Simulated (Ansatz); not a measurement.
# CaBeSb: relaxing a made-up structure, part 2 of 2

Starting from a made-up structure for CaBeSb, the aim is the relaxed cell, its shortest contacts and, where a second run follows, its electronic structure.

Ansatz 0.2.0; DFT, PBEsol, plane-wave PAW, files of the set soft_1, scalar-relativistic, no spin, cell and ions relaxed at zero pressure; PAW set soft_1 (the session's first sound run).

So far: The starting structure; Relaxation of the guess. The relaxed cell has a = 4.120, c = 8.781 Å (conventional setting).

**3. Electronic structure of the relaxed cell**

A second self-consistent run takes a narrower smearing and the mesh shown in its input; the bands follow along the standard path of the relaxed lattice.

This step: DFT, PBEsol, plane-wave PAW, files of the set soft_1, scalar-relativistic, no spin, bands and density of states at the relaxed cell; PAW set soft_1 (Ansatz 0.2.0).

The input, input.yaml:

```yaml
crystal:
  lattice:
    - [4.1197002386, 0.0, 0.0]
    - [-2.0598501193, 3.5677650626, 0.0]
    - [0.0, 0.0, 8.7805755976]
  atoms:
    - { symbol: Sb, position: [0.6666666667, 0.3333333333, 0.75] }
    - { symbol: Sb, position: [0.3333333333, 0.6666666667, 0.25] }
    - { symbol: Ca, position: [0.0, 0.0, 0.5] }
    - { symbol: Ca, position: [0.0, 0.0, 0.0] }
    - { symbol: Be, position: [0.6666666667, 0.3333333333, 0.25] }
    - { symbol: Be, position: [0.3333333333, 0.6666666667, 0.75] }
kpoints:
  mp_grid: { grid: [10, 10, 4] }
  band_path:
    path:
      - [[0.0, 0.0, 0.0], [0.5, 0.0, 0.0], [0.33333333, 0.33333333, 0.0], [0.0, 0.0, 0.0], [0.0, 0.0, 0.5], [0.5, 0.0, 0.5], [0.33333333, 0.33333333, 0.5], [0.0, 0.0, 0.5]]
      - [[0.5, 0.0, 0.5], [0.5, 0.0, 0.0]]
      - [[0.33333333, 0.33333333, 0.0], [0.33333333, 0.33333333, 0.5]]
    npoints: 8
scf:
  occupations: { method: fermi_dirac, width: 0.03 }
  n_extra_bands: 10
hamiltonian:
  xc: pbesol
  pseudopotentials: { kind: paw, azcp: { folder: soft_1 }, xc_functional: pbe }
output:
  forces: true
  stress: true
  write_bands: true
  dos: { projected: true }
  write_density: true
  write_potential: true
  elf: true
  volumetric_format: npy
```

Started as:

```console
$ ansatz run input.yaml --threads 4 --pin off --max-ram 10240MiB --backend cpu --events-out ev --progress --plain --runs-dir out
```

Numbers of over 12 decimals in the logs are rounded to 6 here.

What it wrote:

```text
[...]
Crystal: 6 atoms, lattice volume = 129.058 Å³
Basis set: ecut = 420 eV, 2501 PW (Γ), exchange–correlation on 60×60×120 points (8 copies of the dense FFT grid, shifted against one another)
Bands: 37, of which v1, the nominal top of the filled ones, is band 27 counted from 1 (26 counted from 0)
Symmetry: 24 space group operations
[...]
k-points: 42 of 400
[...]
SCF iter   1: F=—  HF=-16589.281782 eV  |F-HF|=—  |Δ(HF+E_count)|=         —  Δρ=4.49e-2  dr2=5.11e0  ethr=3.10e-3  ⟨swp⟩=8.9  Hψ=8527  notcnv=0  defer=5
[...]
SCF iter   9: F=-16587.378186 eV  HF=-16587.378186 eV  |F-HF|=1.80e-9  |Δ(HF+E_count)|=   3.94e-8  Δρ=1.91e-6  dr2=7.38e-9  ethr=1.85e-10  ⟨swp⟩=16.4  Hψ=11296  notcnv=0
SCF 1 converged in 9 iterations: F = -16587.378186 eV  dr2 = 7.38e-9
[...]
NSCF: frozen V_eff on 75 k-points
SCF converged after 9 iterations
Free energy (F): -16587.378186 eV
[...]
Internal energy: -16587.370436 eV  (E = F + TS)
E sigma→0 (E₀):  -16587.374311 eV
Entropy (-TS):   -0.007750 eV (-1.292 meV/atom)
Fermi energy:    9.537946 eV
[...]
--- Stress (GPa, compression-positive) ---
       -0.020392      -0.000000       0.000000
        0.000000      -0.020392       0.000000
        0.000000       0.000000      -0.050013
  P = ⅓ Tr σ = -0.0303 GPa (-0.303 kbar)
--- Band table (eV; the first three rows and the last of 42) ---
  k-point 0: bands = [... 23 lower, 7.6741, 8.2506, 8.2506, 9.3451, 10.6273, 10.6273, 11.4023, 11.6481, ... 6 higher]
  k-point 1: bands = [... 23 lower, 7.7437, 8.1467, 8.1467, 10.0644, 10.7460, 10.7460, 11.4264, 11.6547, ... 6 higher]
  k-point 2: bands = [... 23 lower, 7.9288, 7.9288, 7.9288, 11.0967, 11.0967, 11.0967, 11.0967, 11.1396, ... 6 higher]
  k-point 41: bands = [... 23 lower, 4.7195, 7.1347, 7.1347, 8.9451, 8.9451, 12.5850, 12.5850, 12.8608, ... 6 higher]
```

Elapsed: 5.6 s, on 4 threads of Arm Neoverse V2, shared host; peak memory 0.6 GiB; 21 s of CPU time.

This step gave:

| Item | Value |
| --- | --- |
| free energy | -16587.3782 eV |
| energy at zero smearing | -16587.3743 eV |
| smearing term TS | 0.007750 eV |
| Fermi energy | 9.538 eV |
| pressure | -0.03027 GPa |

From bands.tsv, the bands that come nearest the Fermi level along the path, at its corners, in eV from the Fermi level:

| point | band 24 | band 25 | band 26 | band 27 | band 28 | band 29 | band 30 | band 31 |
| --- | --- | --- | --- | --- | --- | --- | --- | --- |
| Γ | -1.86 | -1.29 | -1.29 | -0.19 | 1.09 | 1.09 | 1.86 | 2.11 |
| M | -3.03 | -2.92 | -2.63 | -0.93 | -0.41 | 1.38 | 1.58 | 2.84 |
| K | -4.62 | -2.52 | -2.52 | -0.18 | -0.18 | 2.17 | 2.24 | 2.24 |
| Γ | -1.86 | -1.29 | -1.29 | -0.19 | 1.09 | 1.09 | 1.86 | 2.11 |
| A | -1.61 | -1.61 | -1.61 | 1.56 | 1.56 | 1.56 | 1.56 | 1.60 |
| L | -3.15 | -2.61 | -2.61 | -0.66 | -0.66 | 0.70 | 0.70 | 3.41 |
| H | -4.98 | -2.35 | -2.35 | -0.64 | -0.64 | 3.35 | 3.35 | 3.41 |
| A | -1.61 | -1.61 | -1.61 | 1.56 | 1.56 | 1.56 | 1.56 | 1.60 |
| L | -3.15 | -2.61 | -2.61 | -0.66 | -0.66 | 0.70 | 0.70 | 3.41 |
| M | -3.03 | -2.92 | -2.63 | -0.93 | -0.41 | 1.38 | 1.58 | 2.84 |
| K | -4.62 | -2.52 | -2.52 | -0.18 | -0.18 | 2.17 | 2.24 | 2.24 |
| H | -4.98 | -2.35 | -2.35 | -0.64 | -0.64 | 3.35 | 3.35 | 3.41 |

States per cell as run, both spins, in windows of 1 eV, from dos.tsv (zero at the Fermi level):

| from | to | total |
| --- | --- | --- |
| -8 | -7 | 0.00 |
| -7 | -6 | 0.12 |
| -6 | -5 | 2.30 |
| -5 | -4 | 2.06 |
| -4 | -3 | 3.39 |
| -3 | -2 | 3.88 |
| -2 | -1 | 0.24 |
| -1 | 0 | 1.93 |
| 0 | 1 | 1.90 |
| 1 | 2 | 3.44 |
| 2 | 3 | 4.29 |

A further 40.0 states lie below the table's range.

ELF in the ac plane at fractional y = 0.333, with atoms of Sb and Be within 0.2 Å of it. It is the smooth field of the valence electrons, not physical close to the nuclei.

Values, 24 rows by 14 columns, each cell a mean:
```
0.05 0.05 0.07 0.06 0.05 0.06 0.14 0.25 0.35 0.38 0.36 0.30 0.17 0.08
0.11 0.07 0.06 0.07 0.10 0.18 0.37 0.50 0.57 0.58 0.57 0.54 0.41 0.25
0.32 0.21 0.16 0.18 0.29 0.44 0.58 0.58 0.54 0.52 0.54 0.57 0.58 0.51
0.53 0.40 0.30 0.34 0.50 0.60 0.55 0.45 0.35 0.32 0.34 0.41 0.53 0.60
0.60 0.48 0.36 0.41 0.58 0.60 0.45 0.30 0.14 0.09 0.12 0.23 0.42 0.56
0.62 0.49 0.36 0.42 0.60 0.58 0.39 0.20 0.04 0.05 0.04 0.12 0.35 0.52
0.61 0.49 0.36 0.42 0.59 0.59 0.41 0.24 0.07 0.04 0.06 0.16 0.38 0.53
0.58 0.45 0.34 0.39 0.55 0.61 0.50 0.38 0.26 0.20 0.24 0.33 0.47 0.59
0.43 0.30 0.23 0.26 0.40 0.53 0.59 0.54 0.46 0.44 0.45 0.50 0.58 0.58
0.19 0.12 0.09 0.10 0.16 0.29 0.48 0.57 0.59 0.59 0.59 0.59 0.51 0.37
0.06 0.06 0.06 0.06 0.06 0.09 0.22 0.36 0.46 0.48 0.47 0.41 0.26 0.13
0.04 0.06 0.08 0.07 0.04 0.04 0.10 0.18 0.26 0.29 0.27 0.22 0.12 0.06
0.05 0.05 0.06 0.06 0.05 0.06 0.12 0.20 0.28 0.31 0.29 0.24 0.14 0.07
0.11 0.08 0.08 0.08 0.10 0.16 0.27 0.38 0.46 0.48 0.47 0.42 0.30 0.20
0.34 0.29 0.27 0.28 0.33 0.39 0.48 0.53 0.56 0.57 0.56 0.54 0.49 0.43
0.56 0.52 0.50 0.51 0.55 0.58 0.59 0.56 0.46 0.41 0.45 0.52 0.59 0.59
0.61 0.55 0.52 0.53 0.60 0.65 0.62 0.46 0.16 0.07 0.13 0.33 0.60 0.65
0.61 0.53 0.48 0.50 0.59 0.66 0.62 0.34 0.02 0.00 0.01 0.17 0.58 0.67
0.61 0.54 0.49 0.51 0.59 0.66 0.62 0.39 0.06 0.01 0.04 0.23 0.59 0.66
0.60 0.56 0.53 0.54 0.59 0.62 0.61 0.53 0.34 0.25 0.30 0.46 0.60 0.62
0.46 0.42 0.40 0.41 0.45 0.49 0.54 0.56 0.55 0.54 0.54 0.56 0.55 0.52
0.20 0.15 0.13 0.14 0.18 0.25 0.37 0.46 0.52 0.54 0.53 0.49 0.40 0.30
0.06 0.06 0.06 0.06 0.06 0.08 0.17 0.27 0.36 0.39 0.37 0.31 0.20 0.11
0.04 0.06 0.08 0.07 0.04 0.04 0.09 0.16 0.24 0.27 0.25 0.20 0.11 0.06
```
Columns run along a (4.1 Å), rows up along c (8.8 Å). Atoms in or near the plane, at fractional coordinates: Sb at (0.67, 0.75), Be at (0.67, 0.25).

Electrostatic potential energy in the ac plane at fractional y = 0.333, with atoms of Sb and Be within 0.2 Å of it. With pseudopotentials it is smooth inside the atoms' cores, unlike the true potential.

Ten even steps from '0' (-31 eV) to '9' (12 eV), each cell a mean:
```
98888999999999
99899999999999
99999998877899
99999986323478
99999852000047
89999840000027
99999841000037
99999874101268
99999987656789
99999999999999
98889999999999
88888999999999
98888999999999
99889999999999
99999999999999
99899998877899
98888987423689
88888885000378
88888986201488
98889998656789
99999999988999
99999999999999
98889999999999
88888999999999
```
Columns run along a (4.1 Å; values clipped at the 3rd and 97th percentile), rows up along c (8.8 Å). Atoms in or near the plane, at fractional coordinates: Sb at (0.67, 0.75), Be at (0.67, 0.25).

Valence density in the ac plane at fractional y = 0.333, with atoms of Sb and Be within 0.2 Å of it. It is the smooth field of the valence electrons, not physical close to the nuclei.

Ten steps, logarithmic in the rise over the least value, from '_' (0 e/Å³) to '@' (14 e/Å³), each cell a mean:
```
____________________________
________________......______
____________....::::::......
..______....::--==++==--::..
....__....::--++##%%##**--::
..........::==**@@@@@@##==::
....__....::--**%%@@%%##==::
....____....::--++****==::::
__________....::------::....
______________............__
____________________________
____________________________
____________________________
____________________________
____________________________
............................
............................
::::::::::........____......
..::::::..........__........
............................
..........______......______
____________________________
____________________________
____________________________
```
Columns run along a (4.1 Å), rows up along c (8.8 Å). Atoms in or near the plane, at fractional coordinates: Sb at (0.67, 0.75), Be at (0.67, 0.25).

**4. Summary of results**

| Item | Value |
| --- | --- |
| space group, relaxed | P6_3/mmc |
| conventional cell | a = 4.120, b = 4.120, c = 8.781 Å; α = 90.0°, β = 90.0°, γ = 120.0° |
| volume per atom | 21.51 Å³ (guess 23.22) |

In words: CaBeSb relaxes to P6_3/mmc with a = 4.120, b = 4.120 and c = 8.781 Å. The guessed volume was 8 % too large. The space group P6_3/mmc was held in the relaxation, so the end point is a stationary structure within it and may be a saddle against distortions or other arrangements. Bands cross the Fermi level, so it is a metal or semimetal at this level. On the 10×10×4 mesh with the narrower smearing (relaxed on 7×7×4) the forces vanish, as symmetry may demand, and the largest stress component is 0.050 GPa, against the relaxation's thresholds of 0.015 eV/Å and 0.05 GPa. The cutoff wasn't tested. Spin-orbit coupling is left out, which can matter for elements this heavy. No dispersion term is used, so weakly bound directions may come out too long. Nothing here tests whether the compound is stable against decomposition.

[Logs are printed without paths, hosts, clocks, repeated set-up lines and the standing remarks that a program may print on its own settings, such as how far it seeks lower states.]

[Hosts, paths, dates, database ids (printed as entryN), source tags and the programs' standing remarks are cut or masked in the printed files.]
